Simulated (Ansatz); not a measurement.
# LiY (built on the sites of a database entry of LiIn): following an unstable mode

Wanted: the energy along a soft mode of LiY (built on the sites of a database entry of LiIn) and the structure at the end.

Program: Ansatz 0.2.0. Level of theory: DFT PBEsol, scalar-relativistic, plane waves, PAW. Results are calculated unless marked as measured.

Most raw output is cut from this account.

The structure was built from a prototype and need not be the compound's stable phase.

### Step 1. Starting point

It takes space group Fd-3m (No. 227, cubic). The conventional cell has a = 7.388 Å, b = 7.388 Å, c = 7.388 Å, α = 90.00°, β = 90.00°, γ = 90.00°. Li has 4 Li at 3.20 Å and 4 Y at 3.20 Å nearest. Nearest to Y lie 4 Li at 3.20 Å and 4 Y at 3.20 Å. Farther neighbours are not listed.

### Step 2. Response at finite wavevector

The cell comes from relaxations at this level that are not shown. Stability and thermal properties need the whole zone. Linear response on a 4×4×4 q mesh gives force constants as far as a supercell of that size would.

input.yaml

```yaml
crystal:
  lattice:
    - [0.0, 3.6938399398, 3.6938399398]
    - [3.6938399398, 0.0, 3.6938399398]
    - [3.6938399398, 3.6938399398, 0.0]
  atoms:
    - { symbol: Li, position: [0.5, 0.5, 0.5] }
    - { symbol: Li, position: [0.75, 0.75, 0.75] }
    - { symbol: "Y", position: [0.0, 0.0, 0.0] }
    - { symbol: "Y", position: [0.25, 0.25, 0.25] }
kpoints:
  mp_grid: { grid: [12, 12, 12] }
hamiltonian:
  xc: pbesol
scf:
  occupations: { method: methfessel_paxton, width: 0.2 }
output:
  eigenvalues: true
phonons:
  method: dfpt
  qmesh: [4, 4, 4]
  temperatures: { t_max: 1000, t_step: 50 }
  qpath:
    path:
      - [[0.0, 0.0, 0.0], [0.5, 0.0, 0.5], [0.625, 0.25, 0.625]]
      - [[0.375, 0.375, 0.75], [0.0, 0.0, 0.0], [0.5, 0.5, 0.5], [0.5, 0.25, 0.75], [0.5, 0.0, 0.5]]
    npoints: 10
```

Started as:

```
$ ansatz run input.yaml --threads 4 --pin off --max-ram 14336MiB --backend cpu --events-out ev --progress --plain --runs-dir out
```

It took 14 min on 4 threads of Arm Neoverse V1, shared host; peak memory 6.9 GiB.

Numbers from this step:

```yaml
volume_per_atom: 25.20 Å³
gap_on_the_k_mesh: 0 eV
sum_rule_residual_before_enforcement: 2.96e-5 eV/Å²
lowest_frequency_on_the_path: -60.60 cm⁻¹
point_group: m-3m
highest_frequency_on_the_path_or_at_a_solved_wavevector: 301.7 cm⁻¹
highest_optical_mode_at_the_zone_centre_no_lo_to_term: 301.7 cm⁻¹
lowest_optical_zone_centre_mode: 105.1 cm⁻¹
lowest_mode_on_the_q_mesh_acoustic_modes_at_gamma_apart: -60.6 cm⁻¹
```

Frequencies (cm⁻¹) solved at each irreducible wavevector; negative means imaginary. Frequencies by wavevector, by row:

```tsv
q in reciprocal lattice units	star	mode 1	mode 2	mode 3	mode 4	mode 10	mode 11	mode 12
0 0 0	1	0	0	0	105.1	301.7	301.7	301.7
0 0 0.25	8	21.9	21.9	32.1	97.2	292.6	299.2	299.2
0 0 -0.5	4	6.4	28.1	28.1	99.8	288.8	294.1	294.1
0 0.25 0.25	6	-22.1	-22.1	51.2	90.3	292.4	292.5	292.5
0 0.25 -0.5	24	-44.6	-42.6	39.2	81.1	280.7	288.4	292.5
0 0.25 -0.25	12	-30.7	-27.5	21.1	86.3	284.8	295.1	296.6
0 -0.5 -0.5	3	-60.6	-60.6	72.7	72.7	279	280.2	280.2
0.25 -0.5 -0.25	6	-49.7	-49.7	57	57	272.4	289.6	289.6
```

Interpolated from a 4×4×4 q mesh. The phonon branches at the labelled points (cm⁻¹):

```tsv
point	branch 1	branch 2	branch 3	branch 4	branch 9	branch 10	branch 11	branch 12
Γ	0	0	0	105	242	302	302	302
halfway	-22	-22	51	90	269	292	292	292
X	-61	-61	73	73	279	279	280	280
halfway	-59	-58	64	73	275	278	282	285
U	-52	-51	46	74	272	276	286	290
jump to K	-52	-51	46	74	272	276	286	290
halfway	-14	-9	35	89	270	289	296	300
Γ	0	0	0	105	242	302	302	302
halfway	22	22	32	97	264	293	299	299
L	6	28	28	100	279	289	294	294
halfway	-37	-35	26	82	276	280	292	294
W	-50	-50	57	57	272	272	290	290
halfway	-56	-56	65	65	275	275	286	286
X	-61	-61	73	73	279	279	280	280
```

Symmetry leaves 8 wavevectors to solve. The lowest mode among them, the acoustic zeros apart, lies at q = (0, -0.5, -0.5) and is imaginary, 60.6i cm⁻¹, so the energy falls along it.

### Step 3. The mode frozen in, largest atomic shift 0 Å

The mode followed lies at q = (0, -0.5, -0.5) with frequency 60.6i cm⁻¹ and is 2-fold degenerate, the softest among the wavevectors solved. At small amplitude the distorted cell has space group no. 92 by a symmetry search on the positions. The undistorted cell that holds it gives the zero of energy on the same k mesh.

System of this step: LiY (built on the sites of a database entry of LiIn). It takes space group Fd-3m (No. 227, cubic). Conventional cell: a = 7.388 Å, b = 7.388 Å, c = 7.388 Å, α = 90.00°, β = 90.00°, γ = 90.00°. Nearest to Li lie 4 Li at 3.20 Å and 4 Y at 3.20 Å. Nearest to Y lie 4 Li at 3.20 Å and 4 Y at 3.20 Å. Farther neighbours are not listed.

input.yaml

```yaml
crystal:
  lattice:
    - [0.0, -3.6938399398, -3.6938399398]
    - [0.0, 3.6938399398, -3.6938399398]
    - [7.3876798796, 0.0, 0.0]
  atoms:
    - { symbol: Li, position: [0.5, 0.5, 0.0] }
    - { symbol: Li, position: [0.0, 0.0, 0.5] }
    - { symbol: Li, position: [0.0, 0.5, 0.25] }
    - { symbol: Li, position: [0.5, 0.0, 0.75] }
    - { symbol: "Y", position: [0.5, 0.5, 0.5] }
    - { symbol: "Y", position: [0.0, 1.0, 0.0] }
    - { symbol: "Y", position: [0.0, 0.5, 0.75] }
    - { symbol: "Y", position: [0.5, 0.0, 0.25] }
kpoints:
  mp_grid: { grid: [8, 8, 6] }
hamiltonian:
  xc: pbesol
scf:
  occupations: { method: methfessel_paxton, width: 0.2 }
output:
  forces: true
  stress: true
  eigenvalues: true
```

Elapsed: 7 s, on 4 threads; peak memory 0.69 GiB.

This step gave:

```
pressure                         : -0.004097 GPa
energy from the undistorted cell : 0 meV/atom
```

The run ends at a pressure of 0.00 GPa.

### Step 4. The mode frozen in, largest atomic shift 0.45 Å

The atoms are moved along the unstable eigenvector, the largest shift by 0.45 Å, with the cell fixed.

input.yaml, the sections that differ from step 3:

```yaml
crystal:
  lattice:
    - [0.0, -3.6938399398, -3.6938399398]
    - [0.0, 3.6938399398, -3.6938399398]
    - [7.3876798796, 0.0, 0.0]
  atoms:
    - { symbol: Li, position: [0.4621958151, 0.5378041849, 0.0] }
    - { symbol: Li, position: [0.0378041849, -0.0378041849, 0.5] }
    - { symbol: Li, position: [-0.0378041849, 0.4621958151, 0.25] }
    - { symbol: Li, position: [0.5378041849, 0.0378041849, 0.75] }
    - { symbol: "Y", position: [0.4390877776, 0.5609122224, 0.5] }
    - { symbol: "Y", position: [0.0609122224, 0.9390877776, 0.0] }
    - { symbol: "Y", position: [-0.0609122224, 0.4390877776, 0.75] }
    - { symbol: "Y", position: [0.5609122224, 0.0609122224, 0.25] }
# kpoints, hamiltonian, scf, output: as in step 3
```

The job ended after 9.4 s (4 threads; peak memory 0.64 GiB).

This step gave:

```yaml
pressure: -0.3636 GPa
energy_from_the_undistorted_cell: -24.19 meV/atom
```

The energy, extrapolated to zero smearing, is -24.19 meV/atom against the undistorted cell.

The run ends at a pressure of -0.36 GPa, with forces up to 0.29 eV/Å.

### Step 5. Energy along the mode, all amplitudes (two of the runs are shown above)

An imaginary frequency means negative curvature, so the energy should fall and then rise again as anharmonic terms take over.

Numbers from this step:

```
depth at the lowest point sampled  : 24.19 meV/atom
largest atomic shift at that point : 0.45 Å
```

Table of energy from the parent by largest atomic shift:

```tsv
largest atomic shift (Å)	energy from the parent (meV/atom)
0.000	0
0.040	-0.506
0.080	-2.01
0.140	-6.01
0.220	-14.0
0.320	-24.0
0.450	-24.2
0.600	15.4
```

Displacement at unit largest shift by atom:

```tsv
atom	x (Å)	y (Å)	z (Å)	size
Li1	0.00	0.62	0.00	0.62
Li2	0.00	-0.62	0.00	0.62
Li3	0.00	0.00	0.62	0.62
Li4	0.00	0.00	-0.62	0.62
Y5	0.00	1.00	0.00	1.00
Y6	0.00	-1.00	0.00	1.00
Y7	0.00	0.00	1.00	1.00
Y8	0.00	0.00	-1.00	1.00
```

The lowest of the steps tried is at 0.45 Å, 24.2 meV/atom below the parent; the bottom of the well need not coincide with a step.

### Step 6. Relaxation from the frozen mode

Starting from the lowest point found, all atoms and the cell are let go, so that strain and other modes of the same symmetry can join in.

Changes to input.yaml since step 4:

```diff
@@ -24 +24,6 @@
   eigenvalues: true
+relax:
+  adjacent_minimum: "off"
+  f_tol: 0.002
+  max_steps: 120
+  cell: { stress_tol: 0.03 }
```

It took 85 s on 4 threads; peak memory 0.7 GiB; 5.6 min of CPU time.

The steps of the relaxation:

```tsv
step	energy less that of the first step (eV)	largest force component (eV/Å)	pressure (GPa)	volume (Å³)
1	0.0000	0.2863	-0.36	201.60
2	-0.0474	0.3369	0.14	197.24
3	-0.1377	0.0638	-0.02	198.41
4	-0.1956	0.0425	0.07	199.21
5	-0.1985	0.0209	0.02	199.88
6	-0.1988	0.0055	-0.01	200.23
7	-0.1989	0.0006	0.00	200.12
8*	-0.1988	0.0006	0.00	200.12
```

Relaxation steps marked * repeat the geometry before them on a plane-wave basis chosen anew for their cell, so energy and pressure can jump there.

Forces are held to the 8 operations that the run works with; a distortion that breaks them can't arise in this run.

```tsv
conventional cell, symmetrised	before	after	change
a (Å)	5.224	5.474	+4.8 %
b (Å)	5.224	5.474	+4.8 %
c (Å)	7.388	6.678	-9.6 %
volume (Å³/atom)	25.20	25.02	-0.7 %
```

The atoms that moved most (Å, as changes of fractional coordinates times the final cell):

```tsv
atom	dx	dy	dz	length
Y6	0.000	-0.071	0.000	0.071
Y5	0.000	0.071	0.000	0.071
Y8	0.000	0.000	-0.071	0.071
Y7	0.000	0.000	0.071	0.071
```

The relaxed structure:

```cif
data_structure
_symmetry_space_group_name_H-M 'P 1'
_symmetry_Int_Tables_number 1
_cell_length_a 5.4743
_cell_length_b 5.4743
_cell_length_c 6.6779
_cell_angle_alpha 90.000
_cell_angle_beta 90.000
_cell_angle_gamma 90.000
_cell_volume 200.12
loop_
_atom_site_label
_atom_site_type_symbol
_atom_site_fract_x
_atom_site_fract_y
_atom_site_fract_z
_atom_site_occupancy
Li1 Li 0.46273 0.53727 0.00000 1
Li2 Li 0.03727 0.96273 0.50000 1
Li3 Li 0.96273 0.46273 0.25000 1
Li4 Li 0.53727 0.03727 0.75000 1
Y5 Y 0.42998 0.57002 0.50000 1
Y6 Y 0.07002 0.92998 0.00000 1
Y7 Y 0.92998 0.42998 0.75000 1
Y8 Y 0.57002 0.07002 0.25000 1
```

Numbers from this step:

- pressure: -0.001767 GPa
- volume per atom: 25.02 Å³

The distorted start has space group P4_12_12; the relaxation ends in P4_12_12.

### Step 7. The new phase in its own primitive cell

The relaxed structure is symmetrised, reduced to its primitive cell and relaxed tightly, as its phonons need.

input.yaml

```yaml
crystal:
  lattice:
    - [5.4743016877, 0.0, 0.0]
    - [0.0, 5.4743016877, 0.0]
    - [0.0, 0.0, 6.6779102186]
  atoms:
    - { symbol: Li, position: [0.7127264226, 0.2872735774, 0.75] }
    - { symbol: Li, position: [0.2872735774, 0.7127264226, 0.25] }
    - { symbol: Li, position: [0.2127264226, 0.2127264226, 0.0] }
    - { symbol: Li, position: [0.7872735774, 0.7872735774, 0.5] }
    - { symbol: "Y", position: [0.6799797242, 0.3200202758, 0.25] }
    - { symbol: "Y", position: [0.3200202758, 0.6799797242, 0.75] }
    - { symbol: "Y", position: [0.1799797242, 0.1799797242, 0.5] }
    - { symbol: "Y", position: [0.8200202758, 0.8200202758, 0.0] }
kpoints:
  mp_grid: { grid: [8, 8, 6] }
hamiltonian:
  xc: pbesol
scf:
  occupations: { method: methfessel_paxton, width: 0.2 }
output:
  forces: true
  stress: true
  eigenvalues: true
relax:
  adjacent_minimum: "off"
  f_tol: 0.001
  max_steps: 60
  cell: { stress_tol: 0.01 }
```

Elapsed: 22 s, on 4 threads; peak memory 0.69 GiB.

Little changed from the start: no atom moved by 0.005 Å and no cell edge by 0.1 %.

The largest force component left is 0.42 meV/Å and the pressure is -0.002 GPa, within the tolerances set. The cell now holds 25.02 Å³/atom.

### Step 8. Modes of the new phase, k-mesh 8×8×6

A relaxed structure may still be a saddle point, so its zone-centre modes are computed. No field response is asked, since the mesh shows no gap.

Changes to input.yaml since step 7:

```diff
@@ -21,9 +21,4 @@
 output:
-  forces: true
-  stress: true
   eigenvalues: true
-relax:
-  adjacent_minimum: "off"
-  f_tol: 0.001
-  max_steps: 60
-  cell: { stress_tol: 0.01 }
+phonons:
+  method: dfpt
```

It took 4 min on 4 threads; peak memory 4.7 GiB.

Numbers from this step:

- sum-rule residual before enforcement: 4.69e-6 eV/Å²
- point group: 422
- highest optical mode at the zone centre (no LO-TO term): 338.6 cm⁻¹
- lowest optical zone-centre mode: -38.02 cm⁻¹

Patterns of degenerate modes are one choice out of their space. The modes at Γ (shares of kinetic energy by element, %) (negative means imaginary):

```tsv
mode	frequency (cm⁻¹)	symmetry	Li %	Y %
1	-38.0	B1	11	89
2	0.0	acoustic	7	93
3	0.0	acoustic	7	93
4	0.0	acoustic	7	93
5	70.8	E	3	97
6	70.8	E	3	97
7	81.2	A1	0	100
8	106.8	B1	0	100
9	108.9	A2	5	95
10	115.7	B2	6	94
11	129.8	E	9	91
12	129.8	E	9	91
13	205.8	B1	90	10
14	210.6	E	86	14
15	210.6	E	86	14
16	222.0	A2	95	5
17	299.0	A2	93	7
18	305.8	E	98	2
19	305.8	E	98	2
20	318.7	A1	100	0
21	323.2	B1	99	1
22	337.1	B2	94	6
23	338.6	E	97	3
24	338.6	E	97	3
```

Displacements in mode 1 (-38.0 cm⁻¹), the largest set to 1:
```
Li1  1.00  1.00 -0.06
Li2 -1.00 -1.00 -0.06
Li3  1.00 -1.00  0.06
Li4 -1.00  1.00  0.06
Y5   0.78  0.78  0.27
Y6  -0.78 -0.78  0.27
Y7   0.78 -0.78 -0.27
Y8  -0.78  0.78 -0.27
```

Displacements in mode 16 (222.0 cm⁻¹), the largest set to 1:
```
Li1 -1.00 -1.00 -0.62
Li2  1.00  1.00 -0.62
Li3  1.00 -1.00 -0.62
Li4 -1.00  1.00 -0.62
Y5  -0.06 -0.06  0.05
Y6   0.06  0.06  0.05
Y7   0.06 -0.06  0.05
Y8  -0.06  0.06  0.05
```

Before it was imposed, the acoustic sum rule was missed by 4.7e-6 eV/Å². Small misses are needed for a sound result but don't prove that mesh and cutoff are converged. The lowest optical mode is imaginary, 38.0i cm⁻¹, so the energy falls along it.

### Step 9. What came out

- unstable mode of the parent: q = (0, -0.5, -0.5), 61i cm⁻¹
- depth at the lowest point sampled: 24.2 meV/atom
- largest atomic shift at that point: 0.45 Å
- space group reached (within 0.01 Å): P4_12_12
- energy gained over the parent (first relaxation, on the mesh of the frozen mode): 49.4 meV/atom
- volume per atom, phase reached: 25.0 Å³
- lowest optical zone-centre mode, phase reached: -38.0 cm⁻¹
- highest optical mode at the zone centre (no LO-TO term), phase reached: 339 cm⁻¹

Along this mode the structure falls into P4_12_12, 49.4 meV/atom below the parent. At the parent's cell the well is 24.19 meV/atom deep on the steps tried, with its lowest point at a shift of 0.45 Å. Relaxing atoms and cell changes the gain by +25.16 meV/atom against the lowest step (energies at zero smearing). The new phase still has an imaginary mode at the zone centre of its cell, so it is a saddle point on the way to a lower structure. Of the 6 patterns followed to their end from this parent, this one ends 45.1 meV/atom above the lowest, Pnma. Another end point lies within 1 meV/atom; how such a difference moves with mesh and cutoff was not tested. Each path keeps the symmetry of its pattern, so a lower phase may lie along a pattern not tried. With no gap, or one that is small against the smearing, the frequencies hang on the k mesh and the smearing, most of all near Kohn anomalies. The starting cell was built on a prototype and not taken from a measurement, so the phase need not exist.

[Logs are printed without paths, hosts, clocks, repeated set-up lines and the standing remarks that a program may print on its own settings, such as how far it seeks lower states.]

[Hosts, paths, dates, database ids (printed as entryN), source tags and the programs' standing remarks are cut or masked in the printed files.]
